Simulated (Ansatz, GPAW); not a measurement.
# Screening of a field by Mg/V(100), part 3 of 3

Aim: the dipole that a field along the normal induces in Mg/V(100).

GPAW 26.7.0 and Ansatz 0.2.0; Ansatz plane waves; slab in vacuum with a dipole correction, relaxation (the session's first sound run).

So far, upper work function (eV): step 2 (relaxing the atoms, PBE) 3.28; step 3 (plane waves, PBE) 3.28.

### Step 7. In a field

Level of this step: GPAW, PAW setups; slab in vacuum (GPAW).

The input, run.py:

```python
import json
import numpy as np
from ase import Atoms
from gpaw import GPAW, PW
from gpaw.external import ConstantElectricField

slab = Atoms(
    ['V', 'V', 'V', 'V', 'V', 'Mg'],
    positions=[
        [0.00000, 0.00000, 7.00000],
        [1.51000, 1.51000, 8.51000],
        [0.00000, 0.00000, 10.02000],
        [1.51000, 1.51000, 11.53999],
        [-0.00000, 0.00000, 12.84011],
        [1.51000, 1.51000, 14.81859]],
    cell=[[3.02, 0.0, 0.0], [0.0, 3.02, 0.0], [0.0, 0.0, 22.26921]],
    pbc=[True, True, False])

slab.calc = GPAW(mode=PW(400), xc='PBE', kpts={'size': (10, 10, 1), 'gamma': True},
                 occupations={'name': 'fermi-dirac', 'width': 0.1}, nbands='200%',
                 convergence={'density': 1e-05}, maxiter=200,
                 poissonsolver={'dipolelayer': 'xy'},
                 external=ConstantElectricField(0.05, [0, 0, 1]),
                 symmetry={'tolerance': 1e-3}, txt='slab.txt')
result = {}
energy = slab.get_potential_energy()
fermi = slab.calc.get_fermi_level()
v = slab.calc.get_electrostatic_potential().mean((0, 1)) - fermi
n = slab.calc.get_pseudo_density().mean((0, 1))
L = slab.cell[2, 2]
z = np.arange(len(v)) * L / len(v)
low, high = slab.positions[:, 2].min(), slab.positions[:, 2].max()
below, above = np.interp([low - 4.8, high + 4.8], z, v)
slopes = [np.interp(x, z, np.gradient(v, z)) for x in (low - 4.8, high + 4.8)]
eps = np.array([[slab.calc.get_eigenvalues(k, s) for k in range(len(slab.calc.get_ibz_k_points()))]
                for s in range(slab.calc.get_number_of_spins())]) - fermi
top, bottom = eps[eps < 0].max(), eps[eps > 0].min()
dipole = slab.get_dipole_moment()[2]
print(f'energy {energy:.4f} eV, Fermi level {fermi:.4f} eV, dipole {dipole:.5f} e A')
print(f'potential 4.8 A off the faces, from the Fermi level: lower {below:.4f} eV, upper {above:.4f} eV')
print(f'slope of the potential there: lower {slopes[0]:.5f}, upper {slopes[1]:.5f} eV/A')
print(f'nearest levels on the mesh: {top:.4f} and {bottom:.4f} eV')
print('magnetic moment', round(slab.get_magnetic_moment(), 3))
result.update(energy=energy, fermi=fermi, dipole=dipole, below=below, above=above, slopes=slopes, edges=[top, bottom],
              z=z.tolist(), v=v.tolist(), n=n.tolist(), positions=slab.positions.tolist(),
              forces=slab.get_forces(apply_constraint=False).tolist(), moments=slab.get_magnetic_moments().tolist())
json.dump(result, open('result.json', 'w'))
```

Run with:

```bash
OMP_NUM_THREADS=1 OPENBLAS_NUM_THREADS=1 python run.py
```

Output:

```text
energy -41.6608 eV, Fermi level 1.7137 eV, dipole 0.05889 e A
potential 4.8 A off the faces, from the Fermi level: lower 4.1658 eV, upper 2.9981 eV
slope of the potential there: lower -0.00325, upper 0.00148 eV/A
nearest levels on the mesh: -0.0203 and 0.0043 eV
magnetic moment 0.0
```

Elapsed: 6.4 min, on 1 thread of Intel Xeon Platinum 8375C at 2.90GHz (Ice Lake), shared host; peak memory 0.5 GiB.

### Step 8. In a field

run.py: that of step 7 with these lines changed.

```diff
@@ -22,3 +22,3 @@
                  poissonsolver={'dipolelayer': 'xy'},
-                 external=ConstantElectricField(0.05, [0, 0, 1]),
+                 external=ConstantElectricField(0.1, [0, 0, 1]),
                  symmetry={'tolerance': 1e-3}, txt='slab.txt')
```

Output:

```text
energy -41.6645 eV, Fermi level 1.7038 eV, dipole 0.08916 e A
potential 4.8 A off the faces, from the Fermi level: lower 4.4868 eV, upper 2.7187 eV
slope of the potential there: lower -0.00367, upper 0.00131 eV/A
nearest levels on the mesh: -0.0196 and 0.0042 eV
magnetic moment 0.0
```

Elapsed: 6 min, on 1 thread; peak memory 0.5 GiB.

The dipole is now 0.0892 e Å, against 0.029 in the run without a field.

### Step 9. In a field

run.py: that of step 8 with these lines changed.

```diff
@@ -22,3 +22,3 @@
                  poissonsolver={'dipolelayer': 'xy'},
-                 external=ConstantElectricField(0.1, [0, 0, 1]),
+                 external=ConstantElectricField(0.2, [0, 0, 1]),
                  symmetry={'tolerance': 1e-3}, txt='slab.txt')
```

Output:

```text
energy -41.6766 eV, Fermi level 1.6824 eV, dipole 0.14976 e A
potential 4.8 A off the faces, from the Fermi level: lower 5.1330 eV, upper 2.1631 eV
slope of the potential there: lower -0.00468, upper 0.00104 eV/A
nearest levels on the mesh: -0.0185 and 0.0043 eV
magnetic moment 0.0
```

Wall time 6.1 min (1 thread); peak memory 0.5 GiB.

The dipole is now 0.150 e Å, against 0.029 in the run without a field.

### Step 10. Field on

run.py: that of step 9 with these lines changed.

```diff
@@ -22,3 +22,3 @@
                  poissonsolver={'dipolelayer': 'xy'},
-                 external=ConstantElectricField(0.2, [0, 0, 1]),
+                 external=ConstantElectricField(0.3, [0, 0, 1]),
                  symmetry={'tolerance': 1e-3}, txt='slab.txt')
```

Output:

```text
energy -41.6948 eV, Fermi level 1.6587 eV, dipole 0.21039 e A
potential 4.8 A off the faces, from the Fermi level: lower 5.7846 eV, upper 1.6123 eV
slope of the potential there: lower -0.00601, upper 0.00084 eV/A
nearest levels on the mesh: -0.0173 and 0.0042 eV
magnetic moment 0.0
```

Run time: 6.5 min. Hardware: 1 thread; peak memory 0.5 GiB.

The dipole is now 0.210 e Å, against 0.029 in the run without a field.

### Step 11. The series

The members are put on one axis.

This step: induced dipole against applied field (GPAW 26.7.0).

Dipole along the normal against field:

```csv
field (V/Å),dipole along the normal (e·Å)
-0.200,-0.0927
-0.100,-0.0320
-0.050,-0.00170
0.000,0.0286
0.050,0.0589
0.100,0.0892
0.200,0.150
0.300,0.210
```

### Step 12. What came out

* work function, upper and lower face: 3.279 and 3.846 eV
* dipole along the normal: 0.0286 e Å
* induced dipole per field: 0.606 e Å per V/Å
* out-of-plane polarisability per area, α/(ε0 A): 12.0 Å

In words: The field induces 0.606 e Å per V/Å, a polarisable thickness α/(ε0 A) of 12.0 Å beside 7.82 Å between the outermost nuclei. A perfect conductor would give the distance between its two image planes; a dielectric of thickness t gives t(1 - 1/ε). The two faces differ by 0.57 eV, the step that the slab's dipole makes (e p/(ε0 A) gives 0.57 eV), so the dipole layer is needed. The induced dipole is linear in the field over this range. The cell of 9.12 Å² holds one Mg, started on one chosen site; other sites and coverages weren't tried. The runs had no spin polarisation, so a magnetic state, which thin layers of d-metal atoms can have, wasn't tested. The in-plane lattice was kept as typed, which isn't the functional's own and leaves some strain; spin-orbit coupling and temperature are left out.

[Logs are printed without paths, hosts, clocks, repeated set-up lines and the standing remarks that a program may print on its own settings, such as how far it seeks lower states.]

[Hosts, paths, dates, database ids (printed as entryN), source tags and the programs' standing remarks are cut or masked in the printed files.]
